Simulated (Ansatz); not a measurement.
## LiMgBN2 (I-4m2): G0W0 under other settings

Aim: change settings of a G0W0 run on LiMgBN2 (I-4m2) and see what moves.

Program: Ansatz 0.2.0. Level of theory: G0W0 on PBE, plane waves, PAW; PAW set soft_1. Results are calculated unless marked as measured.

### 1. The structure

It takes space group I-4m2 (No. 119, tetragonal). The conventional cell has a = 3.819 Å, b = 3.819 Å, c = 8.887 Å, α = 90.00°, β = 90.00°, γ = 90.00°. Nearest to Li lie 4 N at 2.10 Å. Mg has 4 N at 2.10 Å nearest. Nearest to B lie 2 N at 1.34 Å. N has 1 B at 1.34 Å and 2 Li at 2.10 Å and 2 Mg at 2.10 Å nearest. Farther neighbours and most contacts between anions are not listed.

Coordinates:

```cif
data_structure
_symmetry_space_group_name_H-M 'P 1'
_symmetry_Int_Tables_number 1
_cell_length_a 5.1999
_cell_length_b 5.1999
_cell_length_c 5.1999
_cell_angle_alpha 136.908
_cell_angle_beta 136.908
_cell_angle_gamma 62.580
_cell_volume 64.82
loop_
_atom_site_label
_atom_site_type_symbol
_atom_site_fract_x
_atom_site_fract_y
_atom_site_fract_z
_atom_site_occupancy
Li1 Li 0.25000 0.75000 0.50000 1
Mg2 Mg 0.75000 0.25000 0.50000 1
B3 B 0.50000 0.50000 0.00000 1
N4 N 0.65126 0.65126 0.00000 1
N5 N 0.34874 0.34874 0.00000 1
```

The cell and positions are those that the Materials Project relaxed with its own functionals (PBE, PBE+U or r2SCAN), kept fixed.

### 2. The base run: 6×6×6 mesh, 147 empty bands, screening to 100 eV, PAW set soft_1 files

G0W0 replaces the xc potential by the self-energy, built once from these orbitals. Only a window of levels is corrected, while the sums run over the empty bands that the input names. This step takes PAW set soft_1 files.

Contents of input.yaml:

```yaml
crystal:
  lattice:
    - [-1.909656, 1.909656, 4.443522]
    - [1.909656, -1.909656, 4.443522]
    - [1.909656, 1.909656, -4.443522]
  atoms:
    - { symbol: Li, position: [0.25, 0.75, 0.5] }
    - { symbol: Mg, position: [0.75, 0.25, 0.5] }
    - { symbol: B, position: [0.5, 0.5, 0.0] }
    - { symbol: "N", position: [0.6512635, 0.6512635, 0.0] }
    - { symbol: "N", position: [0.3487365, 0.3487365, 0.0] }
kpoints:
  mp_grid: { grid: [6, 6, 6] }
hamiltonian:
  xc: pbe
  pseudopotentials: { kind: paw, azcp: { folder: soft_1 } }
scf:
  occupations: { method: fixed }
gw:
  n_empty_bands: 147
  ecut_chi: 100
  qp_bands: [v2, c2]
  qp_kpoints: band_edges
  screening: { model: contour_deformation }
```

Launch:

```console
ansatz run input.yaml --threads 2 --pin off --max-ram 92160MiB --backend cuda --events-out ev --progress --plain --runs-dir out --devices 1 --max-vram 13GiB
```

Numbers of over 12 decimals in the logs are rounded to 6 here.

The program printed:

```text
GPUs: using 1 of 1 available (devices: 1).
Engine: ansatz 0.2.0, x86_64-unknown-linux-gnu
Pseudopotentials: kind: paw
Pseudopotential: Li, paw, valence charge 3, recommended cutoff 420 eV (normal), soft_1/Li.paw.azcp
Pseudopotential: Mg, paw, valence charge 10, recommended cutoff 420 eV (normal), soft_1/Mg.paw.azcp
Pseudopotential: B, paw, valence charge 3, recommended cutoff 420 eV (normal), soft_1/B.paw.azcp
Pseudopotential: N, paw, valence charge 5, recommended cutoff 420 eV (normal), soft_1/N.paw.azcp
Functional definition: PBE
  parameter kappa = 0.804
  parameter beta = 0.066725
  exchange = pbe_x(kappa = kappa, mu = beta*pi^2/3)
  correlation = pbe_c(beta = beta)
device memory: the entry about to start is reckoned to put 0.8 GiB on a device that reports 48.4 GiB free (of which the cap on the GPU budget leaves the run 13.0 GiB)
GPU FFT provider: cuFFT
GPU libraries: cuBLAS 13.8.2, cuFFT 12.4.0, cuSOLVER 12.3.4
Crystal: 5 atoms, lattice volume = 64.818 Å³
Basis set: ecut = 420 eV, 1283 PW (Γ)
Bands: 18, of which v1, the nominal top of the filled ones, is band 13 counted from 1 (12 counted from 0)
Symmetry: 8 space group operations
Space group: I-4m2 (ITA 119), of the structure as read, at distance tolerance 4.0e-5 Å
k-points: 30 of 216 (time reversal used)
Non-local potential: Li, projectors of the file, l = 0: 3, l = 1: 2, l = 2: 1
Non-local potential: Mg, projectors of the file, l = 0: 3, l = 1: 2, l = 2: 1
Non-local potential: B, projectors of the file, l = 0: 2, l = 1: 2, l = 2: 1
Non-local potential: N, projectors of the file, l = 0: 2, l = 1: 2, l = 2: 1
PAW form: soft (Blöchl's): semilocal exchange-correlation on the pseudo side does not see the compensation charge
PAW one-centre angular grid: Li, 110 points (default); XC on 96 Gauss nodes
PAW one-centre angular grid: Mg, 110 points (default); XC on 64 Gauss nodes
PAW one-centre angular grid: B, 110 points (default); XC on 64 Gauss nodes
PAW one-centre angular grid: N, 110 points (default); XC on 64 Gauss nodes
Initial density: superposition of atomic densities (chi_scale 0.1, normalization cell, long waves kept (reshape's long-wave potential 0.02 eV rms))
Initial wavefunctions: pseudopotential atomic-orbital guess
GPU buffer pool allocated for 46656 grid points (all kernels)
GPU transforms: local potential and band sums: pruned to the plane-wave sphere, on 36×36×36
Functional: x = pbe(κ = 0.804, μ = 0.219515), c = pbe(β = 0.066725)
SCF iter   1: F=—  HF=-3059.828881 eV  |F-HF|=—  |Δ(HF+E_count)|=         —  Δρ=1.03e-1  dr2=9.26e0  ethr=3.10e-3  ⟨swp⟩=5.0  Hψ=2573  notcnv=0  defer=78
preconditioner: auto → none  [insulator: Δε(μ)=4.483 eV  Ē_g=13.483 eV  n_scr=14 (ndim 8)  ℏωp=18.4 eV  f_vac=0.001  ε∞_Penn≈2.9]
[...]
E_xc         = -187.443784
  E_vxc        = -235.019270  (∫ρ·V_xc dr)
  E_paw        = -659.439170  (= ΣΔE_a)
  E_vpaw       = -103.759028  (= ΣTr[D̂ρ^β])
  E_aug_tail   = 0.001976  (compensation charges beyond the density's cutoff)
  E_ewald      = -1115.590766
  E_smearing   = -0.000000  (= −TS)
  E_closure    = 0.000000  (closes the sum)
  Σ components = -3057.063799   (vs F -3057.063799, Δ=0.00e0)
--- Band table (eV; the first three rows and the last of 30) ---
  k-point 0: bands = [... 9 lower, 0.9908, 0.9908, 1.7554, 1.7554, 5.7089, 9.1876, 10.9443, 10.9443, ... 1 higher]
  k-point 1: bands = [... 9 lower, 0.4655, 0.7740, 1.6012, 2.1540, 6.8010, 9.9038, 10.1587, 10.3284, ... 1 higher]
  k-point 2: bands = [... 9 lower, -0.1039, 0.3499, 1.3196, 2.5437, 7.9205, 9.7445, 9.8625, 11.3534, ... 1 higher]
  k-point 29: bands = [... 9 lower, 0.2024, 0.2024, 3.1055, 3.1055, 6.6501, 9.4436, 9.6607, 9.6607, ... 1 higher]
--- G₀W₀: contour deformation, 6 samples at zero and on the imaginary axis and 3 off it, 216 q-points, 147 empty bands' worth ---
  eigenvalues of the whole cell's RPA ε∞ on this k-mesh (on a slab, of 1 + 4πα/V) = 2.6301, 2.6301, 3.5330; static W/v taken at q = 0 is 0.349514
  bands read: the sum over 160 bands ends inside a degenerate multiplet in 1 slot, whose members it reads at an even weight; the widest, k=25: bands 160 to 161 (counted from 1) at 1/2 each
  gw.qp_kpoints: band_edges: 16 of 30 stored k-points solved, in 2 passes; an edge of the gap read off the rows below is read off those points alone
    valence top: of the k-points left out ik 6 came nearest to being solved in a further pass, in band 13 (counted from 1, as in the quasiparticle table): it holds the edge there only if its correction is more favourable than any solved in that band by at least 0.525 eV; those differ by 0.225 eV
    conduction bottom: of the k-points left out ik 17 came nearest to being solved in a further pass, in band 14 (counted from 1, as in the quasiparticle table): it holds the edge there only if its correction is more favourable than any solved in that band by at least 0.826 eV; those differ by 0.615 eV
    ik  band        ε_KS         Σx   Σc(E_QP)       V_xc       Z   E_QP_lin       E_QP  E_QP is
     0    12      1.7554   -19.7874     3.0622   -15.5065  0.7684     0.5139     0.5367  root
     0    13      1.7554   -19.7874     3.0622   -15.5065  0.7684     0.5139     0.5367  root
     0    14      5.7089    -5.3691    -3.1539    -9.0578  0.8388     6.2462     6.2438  root
     0    15      9.1876    -3.8039    -3.6717    -8.1449  0.8326     9.8619     9.8570  root
     3    12      1.1916   -19.4307     3.2114   -14.8750  0.7641    -0.1851    -0.1527  root
     3    13      2.6652   -20.1006     2.7830   -16.2033  0.7775     1.5354     1.5510  root
     3    14      8.2104    -3.3284    -3.3601    -7.0668  0.8396     8.5900     8.5886  root
     3    15      8.7533    -6.5553    -3.8770   -11.6790  0.8115    10.0169    10.0000  root
[...]
29    12      3.1055   -20.6970     2.7089   -16.9939  0.7776     2.0998     2.1112  root
    29    13      3.1055   -20.6970     2.7089   -16.9939  0.7776     2.0998     2.1112  root
    29    14      6.6501    -5.0798    -3.1458    -8.7629  0.8362     7.1899     7.1873  root
    29    15      9.4436    -6.3606    -3.7985   -11.0508  0.8174    10.3450    10.3353  root
[key lines of the parts left out:]
SCF converged after 8 iterations
Free energy (F): -3057.063799 eV
Fermi energy:    3.105453 eV
```

It took 28 s on 1 × NVIDIA H100 80GB HBM3 (shared by 6 runs) with 2 threads of AMD EPYC 7R13 (Zen 3), shared host; peak memory 1.3 GiB; 41 s of CPU time.

The column dr2 measures how far the density is from self-consistency, as an energy; F and HF (Harris–Foulkes) agree once it is small.

Numbers from this step:

```
bands summed                                 : 160
RPA ε∞ on this mesh (eigenvalues)            : 2.630, 2.630, 3.533
plane waves in the screening matrix          : 147
q-points in the mesh                         : 216
G0W0 gap on the mesh                         : 4.133 eV
k of the valence top                         : -0.5, -0.5, -0.5
k of the conduction bottom                   : 0, 0, 0
starting gap on the mesh                     : 2.603 eV
Z at the valence top                         : 0.7776
Z at the conduction bottom                   : 0.8388
least direct G0W0 gap on the computed points : 5.076 eV
```

The gap on the mesh goes from 2.60 eV to 4.13 eV, a correction of +1.53 eV. Between the two edge states, bare exchange in place of the xc potential would open the gap by 7.39 eV, and correlation takes back 5.86 eV.

### 3. Variant: all filled levels at the zone centre

Changes to input.yaml since step 2:

```diff
@@ -21,4 +21,4 @@
   ecut_chi: 100
-  qp_bands: [v2, c2]
-  qp_kpoints: band_edges
+  qp_bands: [lowest, c2]
+  qp_kpoints: [[0, 0, 0]]
   screening: { model: contour_deformation }
```

The program printed:

```text
GPUs: using 1 of 1 available (devices: 1).
[...]
GPU FFT provider: cuFFT
GPU libraries: cuBLAS 13.8.2, cuFFT 12.4.0, cuSOLVER 12.3.4
Crystal: 5 atoms, lattice volume = 64.818 Å³
Basis set: ecut = 420 eV, 1283 PW (Γ)
Bands: 18, of which v1, the nominal top of the filled ones, is band 13 counted from 1 (12 counted from 0)
Symmetry: 8 space group operations
[...]
k-points: 30 of 216 (time reversal used)
[...]
GPU buffer pool allocated for 46656 grid points (all kernels)
[...]
SCF iter   1: F=—  HF=-3059.828881 eV  |F-HF|=—  |Δ(HF+E_count)|=         —  Δρ=1.03e-1  dr2=9.26e0  ethr=3.10e-3  ⟨swp⟩=5.0  Hψ=2573  notcnv=0  defer=78
[...]
SCF iter   8: F=-3057.063799 eV  HF=-3057.063798 eV  |F-HF|=3.36e-9  |Δ(HF+E_count)|=   5.73e-7  Δρ=2.57e-6  dr2=3.51e-9  ethr=3.85e-10  ⟨swp⟩=9.6  Hψ=2369  notcnv=0
SCF 1 converged in 8 iterations: F = -3057.063799 eV  dr2 = 3.51e-9
[...]
NSCF: frozen V_eff on 30 k-points, pencils in batches of 32, up to order 72
[...]
NSCF: frozen V_eff on 30 k-points
G₀W₀ screening: q 1/30
[... further progress lines ...]
[...]
SCF converged after 8 iterations
Free energy (F): -3057.063799 eV
[...]
Internal energy: -3057.063799 eV  (E = F + TS)
E sigma→0 (E₀):  -3057.063799 eV
Fermi energy:    3.105453 eV
[...]
--- Band table (eV; the first three rows and the last of 30) ---
  k-point 0: bands = [... 9 lower, 0.9908, 0.9908, 1.7554, 1.7554, 5.7089, 9.1876, 10.9443, 10.9443, ... 1 higher]
  k-point 1: bands = [... 9 lower, 0.4655, 0.7740, 1.6012, 2.1540, 6.8010, 9.9038, 10.1587, 10.3284, ... 1 higher]
  k-point 2: bands = [... 9 lower, -0.1039, 0.3499, 1.3196, 2.5437, 7.9205, 9.7445, 9.8625, 11.3534, ... 1 higher]
  k-point 29: bands = [... 9 lower, 0.2024, 0.2024, 3.1055, 3.1055, 6.6501, 9.4436, 9.6607, 9.6607, ... 1 higher]
[...]
`?` marks the rows in doubt; gw_qp.tsv's column doubts and the gw_qp event give each row's grounds
[...]
0     1    -70.3907   -61.1669    12.7442   -38.4096  0.7768   -82.9289   -80.4038  root ?
     0     2    -40.4506   -44.6676     8.4949   -28.9134  0.7955   -49.0801   -47.7100  root ?
     0     3    -37.2052   -52.6699     9.1340   -37.1912  0.7875   -44.6033   -43.5499  root ?
     0     4    -37.1209   -52.7625     9.2154   -37.2228  0.7862   -44.4993   -43.4452  root ?
     0     5    -37.1209   -52.7625     9.2154   -37.2228  0.7862   -44.4993   -43.4452  root ?
     0     6    -11.2347   -27.6151     8.2299   -17.7953  0.7336   -12.6976   -12.8246  root ?
     0     7    -10.2107   -28.4131     7.8000   -19.0280  1.1217   -12.2396   -11.7959  root ?
     0     8     -1.6554   -21.7863     4.4574   -15.8832  0.7351    -3.1472    -3.1010  root
     0     9      0.5973   -22.7609     3.9880   -17.6270  0.7620    -0.5686    -0.5485  root
     0    10      0.9908   -19.6953     3.1477   -15.3471  0.7611    -0.2351    -0.2097  root
     0    11      0.9908   -19.6953     3.1477   -15.3471  0.7611    -0.2351    -0.2097  root
     0    12      1.7554   -19.7874     3.0622   -15.5065  0.7684     0.5139     0.5367  root
     0    13      1.7554   -19.7874     3.0622   -15.5065  0.7684     0.5139     0.5367  root
     0    14      5.7089    -5.3691    -3.1539    -9.0578  0.8388     6.2462     6.2438  root
     0    15      9.1876    -3.8039    -3.6717    -8.1449  0.8326     9.8619     9.8570  root
```

It took 31 s on 1 × NVIDIA H100 80GB HBM3 (shared by 6 runs) with 2 threads; peak memory 1.2 GiB; 46 s of CPU time.

Absolute levels on the run's own zero. QP, by row:

| k index | band | KS (eV) | Sigma_x (eV) | Sigma_c (eV) | Vxc (eV) | Z | QP linearised (eV) | QP (eV) | source | doubts |
| --- | --- | --- | --- | --- | --- | --- | --- | --- | --- | --- |
| 0 | 1 | -70.39 | -61.17 | 12.74 | -38.41 | 0.7768 | -82.93 | -80.4 | root | energies_apart,sigma_c_rises |
| 0 | 2 | -40.45 | -44.67 | 8.495 | -28.91 | 0.7955 | -49.08 | -47.71 | root | energies_apart |
| 0 | 3 | -37.21 | -52.67 | 9.134 | -37.19 | 0.7875 | -44.6 | -43.55 | root | energies_apart |
| 0 | 4 | -37.12 | -52.76 | 9.215 | -37.22 | 0.7862 | -44.5 | -43.45 | root | energies_apart |
| 0 | 5 | -37.12 | -52.76 | 9.215 | -37.22 | 0.7862 | -44.5 | -43.45 | root | energies_apart |
| 0 | 6 | -11.23 | -27.62 | 8.23 | -17.8 | 0.7336 | -12.7 | -12.82 | root | energies_apart |
| 0 | 7 | -10.21 | -28.41 | 7.8 | -19.03 | 1.122 | -12.24 | -11.8 | root | z_outside_unit_interval,energies_apart,sigma_c_rises |
| 0 | 8 | -1.655 | -21.79 | 4.457 | -15.88 | 0.7351 | -3.147 | -3.101 | root |  |
| 0 | 9 | 0.5973 | -22.76 | 3.988 | -17.63 | 0.762 | -0.5686 | -0.5485 | root |  |
| 0 | 10 | 0.9908 | -19.7 | 3.148 | -15.35 | 0.7611 | -0.2351 | -0.2097 | root |  |
| 0 | 11 | 0.9908 | -19.7 | 3.148 | -15.35 | 0.7611 | -0.2351 | -0.2097 | root |  |
| 0 | 12 | 1.755 | -19.79 | 3.062 | -15.51 | 0.7684 | 0.5139 | 0.5367 | root |  |
| 0 | 13 | 1.755 | -19.79 | 3.062 | -15.51 | 0.7684 | 0.5139 | 0.5367 | root |  |
| 0 | 14 | 5.709 | -5.369 | -3.154 | -9.058 | 0.8388 | 6.246 | 6.244 | root |  |
| 0 | 15 | 9.188 | -3.804 | -3.672 | -8.145 | 0.8326 | 9.862 | 9.857 | root |  |

Against the base:

```csv
setting,base,variant
levels asked,v2 to c2,lowest to c2
points asked,band edges,"[[0, 0, 0]]"
```

### 4. Variant: coarser q mesh

Changes to input.yaml since step 3:

```diff
@@ -21,4 +21,5 @@
   ecut_chi: 100
-  qp_bands: [lowest, c2]
-  qp_kpoints: [[0, 0, 0]]
+  qp_bands: [v2, c2]
+  qp_kpoints: band_edges
   screening: { model: contour_deformation }
+  q_mesh: [3, 3, 3]
```

The program printed:

```text
GPUs: using 1 of 1 available (devices: 1).
[...]
GPU FFT provider: cuFFT
GPU libraries: cuBLAS 13.8.2, cuFFT 12.4.0, cuSOLVER 12.3.4
Crystal: 5 atoms, lattice volume = 64.818 Å³
Basis set: ecut = 420 eV, 1283 PW (Γ)
Bands: 18, of which v1, the nominal top of the filled ones, is band 13 counted from 1 (12 counted from 0)
Symmetry: 8 space group operations
[...]
k-points: 30 of 216 (time reversal used)
[...]
GPU buffer pool allocated for 46656 grid points (all kernels)
[...]
SCF iter   1: F=—  HF=-3059.828881 eV  |F-HF|=—  |Δ(HF+E_count)|=         —  Δρ=1.03e-1  dr2=9.26e0  ethr=3.10e-3  ⟨swp⟩=5.0  Hψ=2573  notcnv=0  defer=78
[...]
SCF iter   8: F=-3057.063799 eV  HF=-3057.063798 eV  |F-HF|=3.36e-9  |Δ(HF+E_count)|=   5.73e-7  Δρ=2.57e-6  dr2=3.51e-9  ethr=3.85e-10  ⟨swp⟩=9.6  Hψ=2369  notcnv=0
SCF 1 converged in 8 iterations: F = -3057.063799 eV  dr2 = 3.51e-9
[...]
G₀W₀ screening: q 1/6
[... further progress lines ...]
[...]
SCF converged after 8 iterations
Free energy (F): -3057.063799 eV
[...]
Internal energy: -3057.063799 eV  (E = F + TS)
E sigma→0 (E₀):  -3057.063799 eV
Fermi energy:    3.105453 eV
[...]
--- Band table (eV; the first three rows and the last of 30) ---
  k-point 0: bands = [... 9 lower, 0.9908, 0.9908, 1.7554, 1.7554, 5.7089, 9.1876, 10.9443, 10.9443, ... 1 higher]
  k-point 1: bands = [... 9 lower, 0.4655, 0.7740, 1.6012, 2.1540, 6.8010, 9.9038, 10.1587, 10.3284, ... 1 higher]
  k-point 2: bands = [... 9 lower, -0.1039, 0.3499, 1.3196, 2.5437, 7.9205, 9.7445, 9.8625, 11.3534, ... 1 higher]
  k-point 29: bands = [... 9 lower, 0.2024, 0.2024, 3.1055, 3.1055, 6.6501, 9.4436, 9.6607, 9.6607, ... 1 higher]
[...]
0    12      1.7554   -19.8351     3.0987   -15.5065  0.7679     0.5021     0.5254  root
     0    13      1.7554   -19.8351     3.0987   -15.5065  0.7679     0.5021     0.5254  root
     0    14      5.7089    -5.2576    -3.2463    -9.0578  0.8360     6.2655     6.2629  root
     0    15      9.1876    -3.7630    -3.7117    -8.1449  0.8313     9.8629     9.8578  root
     3    12      1.1916   -19.4483     3.2236   -14.8750  0.7641    -0.1905    -0.1580  root
     3    13      2.6652   -20.1504     2.8219   -16.2033  0.7767     1.5239     1.5401  root
     3    14      8.2104    -3.2981    -3.3974    -7.0668  0.8379     8.5830     8.5816  root
     3    15      8.7533    -6.5188    -3.9154   -11.6790  0.8103    10.0153     9.9980  root
[...]
29    12      3.1055   -20.7821     2.7749   -16.9939  0.7764     2.0800     2.0922  root
    29    13      3.1055   -20.7821     2.7749   -16.9939  0.7764     2.0800     2.0922  root
    29    14      6.6501    -5.0145    -3.2039    -8.7629  0.8343     7.1973     7.1945  root
    29    15      9.4436    -6.2952    -3.8548   -11.0508  0.8154    10.3545    10.3444  root
```

The job ended after 34 s (1 × NVIDIA H100 80GB HBM3 (shared by 6 runs) with 2 threads; peak memory 1.2 GiB; 49 s of CPU time).

Against the base:

| setting | base | variant |
| --- | --- | --- |
| q mesh | - | [3, 3, 3] |

```
                                    quantity  variant   base
                    starting gap on the mesh    2.603  2.603
                        G0W0 gap on the mesh    4.171  4.133
least direct G0W0 gap on the computed points    5.102  5.076
                        Z at the valence top    0.776  0.778
                  Z at the conduction bottom    0.836  0.839
```

### 5. What came out

```yaml
base: 4.13 eV, 28 s
all_filled_levels_at_the_zone_centre: direct gap at the listed points 5.71 eV, 31 s
coarser_q_mesh: 4.17 eV, 34 s
```

**Reading.** All filled levels at the zone centre: only the listed points were computed; the least direct gap there is 5.71 eV, with levels asked and points asked changed against the base. Coarser q mesh: the gap moves by +0.04 eV; such settings are too crude to quote. All runs here use a coarse mesh and modest cutoffs; they test settings and are not final values.

[Paths, hosts, dates, memory and timing lines, banners, echoed tables and standing remarks are left out of the program output.]

[Logs are printed without paths, hosts, clocks, repeated set-up lines and the standing remarks that a program may print on its own settings, such as how far it seeks lower states.]

[Runs of the session that timed out or met a known fault of the program may be left out.]

[Cells called generated may have been cut or substituted from an entry of the Crystallography Open Database or the Materials Project.]

[Hosts, paths, dates, database ids (printed as entryN), source tags and the programs' standing remarks are cut or masked in the printed files.]
